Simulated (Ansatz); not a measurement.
**Lattice dynamics of LiTaS3 (model cell, started as cubic perovskite with Ta in the octahedra)**

The cell of LiTaS3 (model cell, started as cubic perovskite with Ta in the octahedra) is at rest. What are its phonons? After the zone centre comes a 2×2×2 q mesh on a 8×8×8 k mesh.

Method: DFT PBEsol, scalar-relativistic, plane waves, PAW; PAW set soft_1, in Ansatz 0.2.0.

The structure was built from a prototype and need not be the compound's stable phase.

## Step 1: Starting point

It takes space group Pm-3m (No. 221, cubic). Conventional cell: a = 4.770 Å, b = 4.770 Å, c = 4.770 Å, α = 90.00°, β = 90.00°, γ = 90.00°. Nearest to Li lie 12 S at 3.37 Å. Ta has 6 S at 2.39 Å nearest. Nearest to S lie 2 Ta at 2.39 Å. Farther neighbours and most contacts between anions are not listed.

## Step 2: Modes at Γ

The cell comes from relaxations at this level that are not shown. The zone centre comes first: it holds the modes that light can see, as far as symmetry allows. No field response is asked, since the mesh shows no gap.

input.yaml

```yaml
crystal:
  lattice:
    - [4.7703316616, 0.0, 0.0]
    - [0.0, 4.7703316616, 0.0]
    - [0.0, 0.0, 4.7703316616]
  atoms:
    - { symbol: Li, position: [0.0, 0.0, 0.0] }
    - { symbol: Ta, position: [0.5, 0.5, 0.5] }
    - { symbol: S, position: [0.5, 0.5, 0.0] }
    - { symbol: S, position: [0.5, 0.0, 0.5] }
    - { symbol: S, position: [0.0, 0.5, 0.5] }
kpoints:
  mp_grid: { grid: [8, 8, 8] }
hamiltonian:
  xc: pbesol
  pseudopotentials: { kind: paw, azcp: { folder: soft_1 }, xc_functional: pbe }
scf:
  occupations: { method: methfessel_paxton, width: 0.2 }
output:
  eigenvalues: true
phonons:
  method: dfpt
```

The run is started by

```console
$ ansatz run input.yaml --threads 8 --pin off --max-ram 16384MiB --backend cpu --events-out ev --progress --plain --runs-dir out
```

Numbers of over 12 decimals in the logs are rounded to 6 here.

The log of the run:

```text
zone centre: on kpoints.mp_grid the ground state, and the responses unless they are solved on pairs of k-points, stand on 125 of the mesh's 512 k-points, reduced under 8 symmetry operations, with k and −k counted as one. Each operation leaves every solved displacement unchanged or reverses it
Engine: ansatz 0.2.0, aarch64-unknown-linux-gnu
Pseudopotentials: kind: paw
Pseudopotential: Li, paw, valence charge 3, recommended cutoff 420 eV (normal), soft_1/Li.paw.azcp
Pseudopotential: Ta, paw, valence charge 13, recommended cutoff 420 eV (normal), soft_1/Ta.paw.azcp
Pseudopotential: S, paw, valence charge 6, recommended cutoff 420 eV (normal), soft_1/S.paw.azcp
Functional definition: PBEsol
  exchange = pbesol_x
  correlation = pbesol_c
Crystal: 5 atoms, lattice volume = 108.554 Å³
Basis set: ecut = 420 eV, 2103 PW (Γ), exchange–correlation on 64×64×64 points (8 copies of the dense FFT grid, shifted against one another)
Bands: 22, of which v1, the nominal top of the filled ones, is band 17 counted from 1 (16 counted from 0)
Symmetry: 48 space group operations
k-points: 125 of 512 (irreducible under 8 space group operations)
Non-local potential: Li, projectors of the file, l = 0: 3, l = 1: 2, l = 2: 1
Non-local potential: Ta, projectors of the file, l = 0: 3, l = 1: 2, l = 2: 2, l = 3: 1
Non-local potential: S, projectors of the file, l = 0: 2, l = 1: 2, l = 2: 1
PAW form: soft (Blöchl's): semilocal exchange-correlation on the pseudo side does not see the compensation charge
PAW frozen core: Ta, regenerated for the run's functional, and the local potential with it (the file was generated under x = pbe(κ = 0.804, μ = 0.219515), c = pbe(β = 0.066725))
PAW frozen core: S, regenerated for the run's functional, and the local potential with it (the file was generated under x = pbe(κ = 0.804, μ = 0.219515), c = pbe(β = 0.066725))
PAW one-centre angular grid: Li, 110 points (default); XC on 64 Gauss nodes
PAW one-centre angular grid: Ta, 590 points (default); XC on 64 Gauss nodes
PAW one-centre angular grid: S, 110 points (default); XC on 64 Gauss nodes
Initial density: superposition of atomic densities (chi_scale 0.1, normalization cell, long waves kept (reshape's long-wave potential 0.00 eV rms))
Initial wavefunctions: pseudopotential atomic-orbital guess
Functional: x = pbesol(κ = 0.804, μ = 0.123457), c = pbesol(β = 0.046)
SCF iter   1: F=—  HF=-12669.310920 eV  |F-HF|=—  |Δ(HF+E_count)|=         —  Δρ=3.06e-2  dr2=1.79e0  ethr=3.10e-3  ⟨swp⟩=6.2  Hψ=14654  notcnv=0
preconditioner: auto → Kerker (q_TF=auto, 2.248 Å⁻¹)  [metal: Δε(μ)=0.015 eV  Ē_g=7.791 eV  σ=0.200 eV  W_gap=0.06  n_scr=18 (ndim 8)  ℏωp=17.5 eV  f_vac=0.000  D(μ)=4.43/eV (n_scr^D=32)]
SCF iter   2: F=—  HF=-12669.045130 eV  |F-HF|=—  |Δ(HF+E_count)|=   2.66e-1  S|Δr|=    0.00e0  Δρ=1.70e-2  dr2=6.10e-1  ethr=3.10e-3  ⟨swp⟩=1.1  Hψ=3793  notcnv=0
SCF iter   3: F=—  HF=-12668.919167 eV  |F-HF|=—  |Δ(HF+E_count)|=   1.26e-1  S|Δr|=    0.00e0  Δρ=4.17e-3  dr2=5.46e-2  ethr=1.79e-3  ⟨swp⟩=3.0  Hψ=4588  notcnv=0
SCF iter   4: F=—  HF=-12668.913053 eV  |F-HF|=—  |Δ(HF+E_count)|=   6.11e-3  S|Δr|=    0.00e0  Δρ=1.49e-3  dr2=8.04e-3  ethr=1.61e-4  ⟨swp⟩=1.9  Hψ=4611  notcnv=0  defer=50
SCF iter   5: F=—  HF=-12668.911948 eV  |F-HF|=—  |Δ(HF+E_count)|=   1.10e-3  S|Δr|=    0.00e0  Δρ=5.57e-4  dr2=6.03e-4  ethr=2.36e-5  ⟨swp⟩=2.1  Hψ=3677  notcnv=0  defer=50
SCF iter   6: F=—  HF=-12668.911916 eV  |F-HF|=—  |Δ(HF+E_count)|=   3.27e-5  S|Δr|=    0.00e0  Δρ=1.60e-4  dr2=3.84e-5  ethr=1.77e-6  ⟨swp⟩=2.2  Hψ=3639  notcnv=0  defer=50
SCF iter   7: F=—  HF=-12668.911944 eV  |F-HF|=—  |Δ(HF+E_count)|=   2.87e-5  S|Δr|=    0.00e0  Δρ=3.53e-5  dr2=1.86e-6  ethr=1.13e-7  ⟨swp⟩=2.0  Hψ=4660  notcnv=0  defer=50
SCF iter   8: F=—  HF=-12668.911948 eV  |F-HF|=—  |Δ(HF+E_count)|=   3.90e-6  S|Δr|=    0.00e0  Δρ=1.05e-5  dr2=1.56e-7  ethr=5.46e-9  ⟨swp⟩=2.1  Hψ=3695  notcnv=0  defer=50
SCF iter   9: F=—  HF=-12668.911948 eV  |F-HF|=—  |Δ(HF+E_count)|=   1.65e-7  S|Δr|=    0.00e0  Δρ=1.78e-6  dr2=3.09e-9  ethr=4.59e-10  ⟨swp⟩=2.0  Hψ=3780  notcnv=0  defer=50
SCF iter  10: F=—  HF=-12668.911948 eV  |F-HF|=—  |Δ(HF+E_count)|=   5.68e-9  S|Δr|=    0.00e0  Δρ=3.74e-7  dr2=1.95e-10  ethr=9.10e-12  ⟨swp⟩=2.0  Hψ=4646  notcnv=0  defer=50
SCF iter  11: F=-12668.911948 eV  HF=-12668.911948 eV  |F-HF|=5.46e-12  |Δ(HF+E_count)|=  1.78e-10  S|Δr|=    0.00e0  Δρ=7.56e-8  dr2=7.04e-12  ethr=1.00e-12  ⟨swp⟩=9.4  Hψ=16768  notcnv=0
SCF 1 converged in 11 iterations: F = -12668.911948 eV  dr2 = 7.04e-12
  greatest PAW one-centre occupation: 0.999 electrons in one spin orbital (limit 2), on the Li atom at site 0 (counted from 0), in its partial waves of l = 0
DFPT response loops at Γ: preconditioner auto → Kerker (q_TF=auto, 2.248 Å⁻¹) (partly filled bands, converged f_vac=0.016); β = 1.00, the filter's whole step (`scf.mixing.beta` (0.50) is not read by the response loops under this deck's `scf.mixing.preconditioner`; to damp them name `kerker` or `kerker_dos`, under which they read `scf.mixing.beta`, and type it under 1.00, their step now; both keys bind the ground state too); Broyden in place of MSR1
SCF converged after 11 iterations
Stability not checked: this state was not tested for a lower state beside it, because cold or Methfessel-Paxton smearing, or corrected tetrahedra, fill the levels in a way that the test cannot read (fill_not_monotonic; see scf.lower_state_search)
Free energy (F): -12668.911948 eV
Harris-Foulkes:  -12668.911948 eV  (|F-HF|=5.46e-12)
Internal energy: -12668.915412 eV  (E = F + TS)
E sigma→0 (E₀):  -12668.912814 eV
Entropy (-TS):   0.003463 eV (0.693 meV/atom)
Fermi energy:    6.144725 eV
Step filling:    the computed levels leave a gap of 0.1305 eV = 0.7 smearing widths at the electron count; against every level under it full and every level over it empty, smearing changes F+E_penalty+E_count by +4.726 meV and its σ→0 estimate by +3.861 meV
--- Per-component energies (eV) ---
  E_band       = -366.229503
  E_kinetic    = 723.524629
  E_local      = -1927.085101  (includes V_loc(G=0)·N_el)
  E_nonlocal   = 75.617315
  E_hartree    = 701.745257
  E_xc         = -590.672756
  E_vxc        = -491.291299  (∫ρ·V_xc dr)
  E_paw        = -9980.675468  (= ΣΔE_a)
  E_vpaw       = -150.485836  (= ΣTr[D̂ρ^β])
  E_aug_tail   = 0.000360  (compensation charges beyond the density's cutoff)
  E_ewald      = -1671.769209
  E_core_change = 0.399561  (= ΣΔE_core)
  E_smearing   = 0.003463  (= −TS)
  E_closure    = 0.000000  (closes the sum)
  Σ components = -12668.911948   (vs F -12668.911948, Δ=0.00e0)
--- Band table (eV; the first three rows and the last of 125) ---
  k-point 0: bands = [... 13 lower, 4.8180, 5.4032, 5.4032, 5.4032, 5.4200, 5.4200, 5.4200, 8.1426, ... 1 higher]
  k-point 1: bands = [... 13 lower, 4.7381, 4.8152, 5.2177, 5.2177, 5.4287, 6.2613, 6.2613, 8.1517, ... 1 higher]
  k-point 2: bands = [... 13 lower, 3.9793, 4.5576, 5.2257, 5.2257, 5.4498, 7.2693, 7.2693, 8.1702, ... 1 higher]
  k-point 124: bands = [... 13 lower, 1.2156, 6.2480, 6.2480, 6.2480, 8.4899, 8.8941, 8.8941, 8.8941, ... 1 higher]
--- Phonons (Γ-DFPT): 4 representative perturbations + reference, on 125 of 512 k-points (Σ response iterations 12) ---
  k mesh reduced under 8 symmetry operations, with k and −k counted as one. Each operation leaves every solved displacement unchanged or reverses it
  ASR residual: 4.975e-5 → 0.000e0 eV/Å²; symmetrization residual: 3.321e-6 eV/Å²
  ASR residual per site (eV/Å²): 2.48e-6 4.98e-5 1.55e-5 1.55e-5 1.55e-5
  Γ frequencies (cm⁻¹): -176.61 -176.61 -176.61 0.00 0.00 0.00 40.43 40.43 40.43 56.86 56.86 56.86 363.09 363.09 363.09
  non-analytic LO–TO correction: not included (Born effective charges unavailable; polar crystals: no LO–TO splitting at Γ)
```

The job ended after 16 s (8 threads of Arm Neoverse V2, shared host; peak memory 1.2 GiB; 1.9 min of CPU time).

The column dr2 measures how far the density is from self-consistency, as an energy; F and HF (Harris–Foulkes) agree once it is small.

Numbers from this step:

```
volume per atom                                         : 21.71 Å³
gap on the k-mesh                                       : 0 eV
sum-rule residual before enforcement                    : 4.98e-5 eV/Å²
point group                                             : m-3m
highest optical mode at the zone centre (no LO-TO term) : 363.1 cm⁻¹
lowest optical zone-centre mode                         : -176.6 cm⁻¹
```

Patterns of degenerate modes are one choice out of their space. The modes at Γ (shares of kinetic energy by element, %) (negative means imaginary):

```tsv
mode	frequency (cm⁻¹)	symmetry	Li %	Ta %	S %
1	-176.6	T1u	95	0	5
2	-176.6	T1u	95	0	5
3	-176.6	T1u	95	0	5
4	0.0	acoustic	2	64	34
5	0.0	acoustic	2	64	34
6	0.0	acoustic	2	64	34
7	40.4	T1u	3	34	64
8	40.4	T1u	3	34	64
9	40.4	T1u	3	34	64
10	56.9	T2u	0	0	100
11	56.9	T2u	0	0	100
12	56.9	T2u	0	0	100
13	363.1	T1u	0	3	97
14	363.1	T1u	0	3	97
15	363.1	T1u	0	3	97
```

Displacements in mode 1 (-176.6 cm⁻¹), the largest set to 1:
```
Li1  0.00 -0.42  1.00
Ta2  0.00  0.00 -0.01
S3   0.00  0.03 -0.04
S4   0.00  0.02 -0.07
S5   0.00  0.03 -0.07
```

Displacements in mode 13 (363.1 cm⁻¹), the largest set to 1:
```
Li1  0.00 -0.01 -0.02
Ta2  0.00 -0.04 -0.07
S3   0.00 -0.16  1.00
S4   0.00  0.56 -0.29
S5   0.00 -0.16 -0.29
```

Before it was imposed, the acoustic sum rule was missed by 5.0e-5 eV/Å². Small misses are needed for a sound result but don't prove that mesh and cutoff are converged. The lowest optical mode is imaginary, 176.6i cm⁻¹, so the energy falls along it.

(Part 1 of 2 ends here.)

[Logs are printed without paths, hosts, clocks, repeated set-up lines and the standing remarks that a program may print on its own settings, such as how far it seeks lower states.]

[Hosts, paths, dates, database ids (printed as entryN), source tags and the programs' standing remarks are cut or masked in the printed files.]
